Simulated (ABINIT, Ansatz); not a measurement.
# PbS (Galena): bands and cutoff in G0W0 with ABINIT

Aim: raise bands and screening cutoff together for PbS (Galena) and follow gap and time.

Main program and level: ABINIT 10.8.3; PBE and many-body steps on it, plane waves.

The database entry behind the starting cell differs from later determinations by our own check (about 0.1 % short), so it need not match the best structure at ambient conditions.

**1. The structure**

The structure is cubic, space group Fm-3m (No. 225). Conventional cell: a = 5.931 Å, b = 5.931 Å, c = 5.931 Å, α = 90.00°, β = 90.00°, γ = 90.00°. Nearest to Pb lie 6 S at 2.97 Å. S has 6 Pb at 2.97 Å nearest. Farther neighbours and most contacts between anions are not listed.

The cell and positions come from the Crystallography Open Database and are kept as given unless a step says otherwise. Spin-orbit coupling is left out unless a step names it.

**2. Empty states on the mesh, 6×6×6 mesh, 357 bands**

This step: ABINIT 10.8.3; DFT, PBE, plane waves, norm-conserving pseudopotentials.

The sums over transitions need many empty states on a uniform mesh; this step solves for them.

Contents of run.abi:

```
acell 3*1.0 Angstrom
rprim 
  0.000000000000 2.965750000000 2.965750000000
  2.965750000000 -0.000000000000 2.965750000000
  2.965750000000 2.965750000000 0.000000000000
ntypat 2
znucl 82 16
natom 2
typat 1 2
xred 
  0.000000000000 0.000000000000 0.000000000000
  0.500000000000 0.500000000000 0.500000000000
pp_dirpath "pseudos"
pseudos "Pb.upf, S.upf"
ecut 32
ngkpt 6 6 6
nshiftk 1
shiftk 0 0 0
kptopt 1
chksymbreak 0
irdden 1
istwfk *1
nband 357
prtvol 0
optdriver 6
gwr_task "HDIAGO"
paral_kgb 0
occopt 1
indata_prefix "in"
outdata_prefix "out"
tmpdata_prefix "tmp"
```

Started as:

```console
$ OMP_NUM_THREADS=1 mpirun -n 8 abinit run.abi > log
```

Output:

```text
.Version 10.8.3 of ABINIT. v10.8.2 released Aug 2026.

 Symmetries : space group Fm -3 m (#225); Bravais cF (face-center cubic)
[... echo of the input left out ...]
== DATASET  1 ==================================================================
-   mpi_nproc: 8, omp_nthreads: 1 (-1 if OMP is not activated)

--- !DatasetInfo
iteration_state: {dtset: 1, }
dimensions: {natom: 2, nkpt: 16, mband: 357, nsppol: 1, nspinor: 1, nspden: 1, mpw: 3071, }
cutoff_energies: {ecut:  32.0, pawecutdg:  -1.0, }
[...]
Direct band gap semiconductor
 Fundamental gap:     0.362 (eV)
   VBM:     7.111 (eV) at k: [ 5.0000E-01,  0.0000E+00,  0.0000E+00]
   CBM:     7.473 (eV) at k: [ 5.0000E-01,  0.0000E+00,  0.0000E+00]
 Direct gap:         0.362 (eV) at k: [ 5.0000E-01,  0.0000E+00,  0.0000E+00]

== END DATASET(S) ==============================================================
================================================================================

 -outvars: echo values of variables after computation  --------
           etotal      0.0000000000E+00
            nband         357
             nkpt          16
          spgroup         225
 [... the other variables as echoed above ...]

 Calculation completed.
```

The job ended after 58 s (8 MPI ranks of Arm Neoverse V1, shared host; peak memory 4.5 GiB; 7.7 min of CPU time).

This step gave:

```yaml
gap: 0.3621 eV
k_of_the_valence_top: 0.5, 0, 0
k_of_the_conduction_bottom: 0.5, 0, 0
least_direct_gap: 0.3621 eV
k_points_computed: 16
lowest_point_of_the_top_converged_band_above_the_valence_top: 187.0895 eV
```

On this mesh the gap is 0.362 eV.

The density comes from a self-consistent run that is not shown.

**3. Screening, 6×6×6 mesh, 55 bands, screening to 95.2 eV**

The RPA dielectric matrix is built and inverted for each q.

This step: RPA screening on PBE, plane waves, norm-conserving pseudopotentials.

Changes to run.abi since step 2:

```diff
@@ -20,10 +20,11 @@
 chksymbreak 0
-irdden 1
 istwfk *1
-nband 357
-prtvol 0
-optdriver 6
-gwr_task "HDIAGO"
-paral_kgb 0
 occopt 1
+irdwfk 1
+optdriver 3
+nband 55
+ecuteps 3.5
+inclvkb 2
+awtr 1
+symchi 1
 indata_prefix "in"
```

Output:

```text
.Version 10.8.3 of ABINIT. v10.8.2 released Aug 2026.

 Symmetries : space group Fm -3 m (#225); Bravais cF (face-center cubic)
[... echo of the input left out ...]
== DATASET  1 ==================================================================
-   mpi_nproc: 8, omp_nthreads: 1 (-1 if OMP is not activated)

--- !DatasetInfo
iteration_state: {dtset: 1, }
dimensions: {natom: 2, nkpt: 16, mband: 55, nsppol: 1, nspinor: 1, nspden: 1, mpw: 3071, }
cutoff_energies: {ecut:  32.0, pawecutdg:  -1.0, }
electrons: {nelect:   2.80000000E+01, charge:   0.00000000E+00, occopt:   1.00000000E+00, tsmear:   1.00000000E-02, }

 SCREENING: Calculation of the susceptibility and dielectric matrices

 Based on a program developped by R.W. Godby, V. Olevano, G. Onida, and L. Reining.
 Incorporated in ABINIT by V. Olevano, G.-M. Rignanese, and M. Torrent.
.Using double precision arithmetic ; gwpc =  8

[... cell and pseudopotentials left out ...]
--------------------------------------------------------------------------------

 ==== K-mesh for the wavefunctions ====
 Number of points in the irreducible wedge :    16
[... list of points left out ...]
 Together with 48 symmetry operations and time-reversal symmetry
 yields   216 points in the full Brillouin Zone.

 ==== Q-mesh for the screening function ====
 Number of points in the irreducible wedge :    16
[... list of points left out ...]
 Together with 48 symmetry operations and time-reversal symmetry
 yields   216 points in the full Brillouin Zone.

 setmesh: FFT mesh size selected  =    27x   27x   27
          total number of points  =        19683

 vcoul_init : cutoff-mode = AUXILIARY_FUNCTION
 q-points for optical limit:   1
     1)      0.000010    0.000020    0.000030

- screening: taking advantage of time-reversal symmetry
- Maximum band index for partially occupied states nbvw = 14
- Remaining bands to be divided among processors   nbcw = 41
- Number of bands treated by each node ~5

 Number of electrons calculated from density =   28.0000; Expected =   28.0000
 average of density, n =  0.079529
 r_s =    1.4425
 omega_plasma =   27.2032 [eV]

 calculating chi0 at frequencies [eV] :
  1    0.000000E+00    0.000000E+00
  2    0.000000E+00    2.720317E+01

--------------------------------------------------------------------------------
  q-point number  1        q = ( 0.000000, 0.000000, 0.000000) [r.l.u.]
--------------------------------------------------------------------------------
[... chi0 elements left out ...]
 For q-point:  0.000010 0.000020 0.000030
  dielectric constant =  31.0338
  dielectric constant without local fields =  33.0900

  Average fulfillment of the sum rule on Im[epsilon] for q-point    1 :     48.32  [%]
[... wings left out ...]
  q-point number  2        q = ( 0.166667, 0.000000, 0.000000) [r.l.u.]
--------------------------------------------------------------------------------
[... chi0 elements left out ...]
  Average fulfillment of the sum rule on Im[epsilon] for q-point    2 :     72.09  [%]

 [... 14 further q-points ...]
```

The job ended after 42 s (8 MPI ranks; peak memory 1.7 GiB).

Numbers from this step:

- ε∞ with local fields, on this mesh, along the program's q direction: 31.03
- the same without local fields: 33.09
- plasma frequency: 27.20 eV
- plane waves in the screening matrix: 113

Local fields lower ε∞ by 6 %.

**4. 55 bands, 95.2 eV**

The self-energy is evaluated for the states that the input lists, and the levels follow from it, in one-shot runs by the linearised quasiparticle equation.

This step: G0W0 on PBE, plane waves, norm-conserving pseudopotentials.

Changes to run.abi since step 3:

```diff
@@ -23,8 +23,17 @@
 irdwfk 1
-optdriver 3
+optdriver 4
 nband 55
+gwcalctyp 0
+ecutsigx 32
+symsigma 1
+nkptgw 2
+kptgw 
+  0.5000000000 0.0000000000 0.0000000000
+  0.0000000000 0.0000000000 0.0000000000
+bdgw 
+  12 17
+  12 17
 ecuteps 3.5
-inclvkb 2
-awtr 1
-symchi 1
+irdscr 1
+ppmodel 1
 indata_prefix "in"
```

Output:

```text
.Version 10.8.3 of ABINIT. v10.8.2 released Aug 2026.

 Symmetries : space group Fm -3 m (#225); Bravais cF (face-center cubic)
[... echo of the input left out ...]
== DATASET  1 ==================================================================
-   mpi_nproc: 8, omp_nthreads: 1 (-1 if OMP is not activated)

--- !DatasetInfo
iteration_state: {dtset: 1, }
dimensions: {natom: 2, nkpt: 16, mband: 55, nsppol: 1, nspinor: 1, nspden: 1, mpw: 3071, }
cutoff_energies: {ecut:  32.0, pawecutdg:  -1.0, }
electrons: {nelect:   2.80000000E+01, charge:   0.00000000E+00, occopt:   1.00000000E+00, tsmear:   1.00000000E-02, }

 SIGMA: Calculation of the GW corrections

 Based on a program developped by R.W. Godby, V. Olevano, G. Onida, and L. Reining.
 Incorporated in ABINIT by V. Olevano, G.-M. Rignanese, and M. Torrent.
.Using double precision arithmetic ; gwpc =  8

[... cell and pseudopotentials left out ...]
--------------------------------------------------------------------------------

 ==== K-mesh for the wavefunctions ====
 Number of points in the irreducible wedge :    16
[... list of points left out ...]
 Together with 48 symmetry operations and time-reversal symmetry
 yields   216 points in the full Brillouin Zone.

 ==== Q-mesh for screening function ====
 Number of points in the irreducible wedge :    16
[... list of points left out ...]
 Together with 48 symmetry operations and time-reversal symmetry
 yields   216 points in the full Brillouin Zone.

 vcoul_init : cutoff-mode = AUXILIARY_FUNCTION
 q-points for optical limit:   1
     1)      0.000010    0.000020    0.000030
 setmesh: FFT mesh size selected  =    45x   45x   45
          total number of points  =        91125

 Number of electrons calculated from density =   28.0000; Expected =   28.0000
 average of density, n =  0.079529
 r_s =    1.4425
 omega_plasma =   27.2032 [eV]

 === KS Band Gaps ===
  >>>> For spin  1
   Minimum direct gap =   0.3621 [eV], located at k-point      :   0.5000  0.0000  0.0000
   Fundamental gap    =   0.3621 [eV], Top of valence bands at :   0.5000  0.0000  0.0000
                                       Bottom of conduction at :   0.5000  0.0000  0.0000
 SIGMA fundamental parameters:
 PLASMON POLE MODEL  1
 number of plane-waves for SigmaX                 3071
 number of plane-waves for SigmaC and W            113
 number of plane-waves for wavefunctions          3071
 number of bands                                    55
 number of independent spin polarizations            1
 number of spinorial components                      1
 number of k-points in IBZ                          16
 number of q-points in IBZ                          16
 number of symmetry operations                      48
 number of k-points in BZ                          216
 number of q-points in BZ                          216
 number of frequencies for dSigma/dE                 9
 frequency step for dSigma/dE [eV]                0.25
 number of omega for Sigma on real axis              0
 max omega for Sigma on real axis  [eV]           0.00
 zcut for avoiding poles [eV]                     0.10

 EPSILON^-1 parameters (SCR file):
 dimension of the eps^-1 matrix on file            113
 dimension of the eps^-1 matrix used               113
 number of plane-waves for wavefunctions          3071
 number of bands                                    55
 number of q-points in IBZ                          16
 number of frequencies                               2
 number of real frequencies                          1
 number of imag frequencies                          1

 matrix elements of self-energy operator (all in [eV])

 Perturbative Calculation

--- !SelfEnergy_ee
iteration_state: {dtset: 1, }
kpoint     : [   0.500,    0.000,    0.000, ]
spin       : 1
KS_gap     :    0.362
QP_gap     :    0.482
Delta_QP_KS:    0.120
data: !SigmaeeData |
     Band     E0 <VxcDFT>   SigX SigC(E0)      Z dSigC/dE  Sig(E)    E-E0       E
       12   5.324 -13.031 -15.876   2.543   0.770  -0.299 -13.264  -0.233   5.092
       13   5.324 -13.031 -15.876   2.543   0.770  -0.299 -13.264  -0.233   5.092
       14   7.111 -13.946 -15.143   1.249   0.788  -0.269 -13.905   0.042   7.153
       15   7.473  -9.983  -6.763  -3.021   0.810  -0.234  -9.821   0.161   7.635
       16   9.069 -10.964  -7.342  -3.145   0.810  -0.234 -10.577   0.387   9.456
       17   9.069 -10.964  -7.342  -3.145   0.810  -0.234 -10.577   0.387   9.456

--- !SelfEnergy_ee
iteration_state: {dtset: 1, }
kpoint     : [   0.000,    0.000,    0.000, ]
spin       : 1
KS_gap     :    7.387
QP_gap     :    8.243
Delta_QP_KS:    0.856
data: !SigmaeeData |
     Band     E0 <VxcDFT>   SigX SigC(E0)      Z dSigC/dE  Sig(E)    E-E0       E
[...]
15  12.321 -12.027  -7.000  -4.256   0.787  -0.271 -11.421   0.607  12.928
       16  12.321 -12.027  -7.000  -4.256   0.787  -0.271 -11.421   0.607  12.928
       17  12.321 -12.027  -7.000  -4.256   0.787  -0.271 -11.421   0.607  12.928

== END DATASET(S) ==============================================================
================================================================================

 -outvars: echo values of variables after computation  --------
           etotal      0.0000000000E+00
            nband          55
             nkpt          16
          spgroup         225
 [... the other variables as echoed above ...]

 Calculation completed.
```

It took 5.5 s on 8 MPI ranks; peak memory 1.9 GiB; 43 s of CPU time.

This step gave:

| Property | Result |
| --- | --- |
| G0W0 gap on the points computed | 0.4820 eV |
| starting gap on the mesh | 0.3621 eV |
| k of the valence top | 0.5, 0, 0 |
| k of the conduction bottom | 0.5, 0, 0 |
| Z at the valence top | 0.788 |
| Z at the conduction bottom | 0.81 |
| least direct G0W0 gap on the computed points | 0.4820 eV |

The gap on the mesh goes from 0.36 eV to 0.48 eV, a correction of +0.12 eV.

**5. Screening, 6×6×6 mesh, 150 bands, screening to 176.9 eV**

This step: RPA screening on PBE, plane waves, norm-conserving pseudopotentials.

Changes to run.abi since step 4:

```diff
@@ -23,17 +23,8 @@
 irdwfk 1
-optdriver 4
-nband 55
-gwcalctyp 0
-ecutsigx 32
-symsigma 1
-nkptgw 2
-kptgw 
-  0.5000000000 0.0000000000 0.0000000000
-  0.0000000000 0.0000000000 0.0000000000
-bdgw 
-  12 17
-  12 17
-ecuteps 3.5
-irdscr 1
-ppmodel 1
+optdriver 3
+nband 150
+ecuteps 6.5
+inclvkb 2
+awtr 1
+symchi 1
 indata_prefix "in"
```

Output:

```text
.Version 10.8.3 of ABINIT. v10.8.2 released Aug 2026.

 Symmetries : space group Fm -3 m (#225); Bravais cF (face-center cubic)
[... echo of the input left out ...]
== DATASET  1 ==================================================================
-   mpi_nproc: 8, omp_nthreads: 1 (-1 if OMP is not activated)

--- !DatasetInfo
iteration_state: {dtset: 1, }
dimensions: {natom: 2, nkpt: 16, mband: 150, nsppol: 1, nspinor: 1, nspden: 1, mpw: 3071, }
cutoff_energies: {ecut:  32.0, pawecutdg:  -1.0, }
electrons: {nelect:   2.80000000E+01, charge:   0.00000000E+00, occopt:   1.00000000E+00, tsmear:   1.00000000E-02, }

 SCREENING: Calculation of the susceptibility and dielectric matrices

 Based on a program developped by R.W. Godby, V. Olevano, G. Onida, and L. Reining.
 Incorporated in ABINIT by V. Olevano, G.-M. Rignanese, and M. Torrent.
.Using double precision arithmetic ; gwpc =  8

[... cell and pseudopotentials left out ...]
--------------------------------------------------------------------------------

 ==== K-mesh for the wavefunctions ====
 Number of points in the irreducible wedge :    16
[... list of points left out ...]
 Together with 48 symmetry operations and time-reversal symmetry
 yields   216 points in the full Brillouin Zone.

 ==== Q-mesh for the screening function ====
 Number of points in the irreducible wedge :    16
[... list of points left out ...]
 Together with 48 symmetry operations and time-reversal symmetry
 yields   216 points in the full Brillouin Zone.

 setmesh: FFT mesh size selected  =    30x   30x   30
          total number of points  =        27000

 vcoul_init : cutoff-mode = AUXILIARY_FUNCTION
 q-points for optical limit:   1
     1)      0.000010    0.000020    0.000030

- screening: taking advantage of time-reversal symmetry
- Maximum band index for partially occupied states nbvw = 14
- Remaining bands to be divided among processors   nbcw = 136
- Number of bands treated by each node ~17

 Number of electrons calculated from density =   28.0000; Expected =   28.0000
 average of density, n =  0.079529
 r_s =    1.4425
 omega_plasma =   27.2032 [eV]

 calculating chi0 at frequencies [eV] :
  1    0.000000E+00    0.000000E+00
  2    0.000000E+00    2.720317E+01

--------------------------------------------------------------------------------
  q-point number  1        q = ( 0.000000, 0.000000, 0.000000) [r.l.u.]
--------------------------------------------------------------------------------
[... chi0 elements left out ...]
 For q-point:  0.000010 0.000020 0.000030
  dielectric constant =  31.0695
  dielectric constant without local fields =  33.1164

  Average fulfillment of the sum rule on Im[epsilon] for q-point    1 :     80.24  [%]
[... wings left out ...]
  q-point number  2        q = ( 0.166667, 0.000000, 0.000000) [r.l.u.]
--------------------------------------------------------------------------------
[... chi0 elements left out ...]
  Average fulfillment of the sum rule on Im[epsilon] for q-point    2 :     93.25  [%]

 [... 14 further q-points ...]
```

It took 3.7 min on 8 MPI ranks; peak memory 2.8 GiB; 30 min of CPU time.

This step gave:

| Quantity | Value |
| --- | --- |
| ε∞ with local fields, on this mesh, along the program's q direction | 31.07 |
| the same without local fields | 33.12 |
| plasma frequency | 27.20 eV |
| plane waves in the screening matrix | 283 |

[end of part 1 of 2]

[Paths, hosts, dates, memory and timing lines, banners, echoed tables and standing remarks are left out of the program output.]

[Logs are printed without paths, hosts, clocks, repeated set-up lines and the standing remarks that a program may print on its own settings, such as how far it seeks lower states.]

[Runs of the session that timed out or met a known fault of the program may be left out.]

[No measured gap is set beside runs whose start may be inverted or whose files or cutoffs have a known fault.]

[Hosts, paths, dates, database ids (printed as entryN), source tags and the programs' standing remarks are cut or masked in the printed files.]

[G0W0 gaps are taken among the corrected bands and points alone; a level outside them can change the order at an edge.]

[Where Ansatz stands beside ABINIT at settings called matched, ABINIT's density can come from a denser mesh and the files from another edition; pairs whose starting gaps differed by over 0.03 eV were left out, so agreement reads better than it is.]
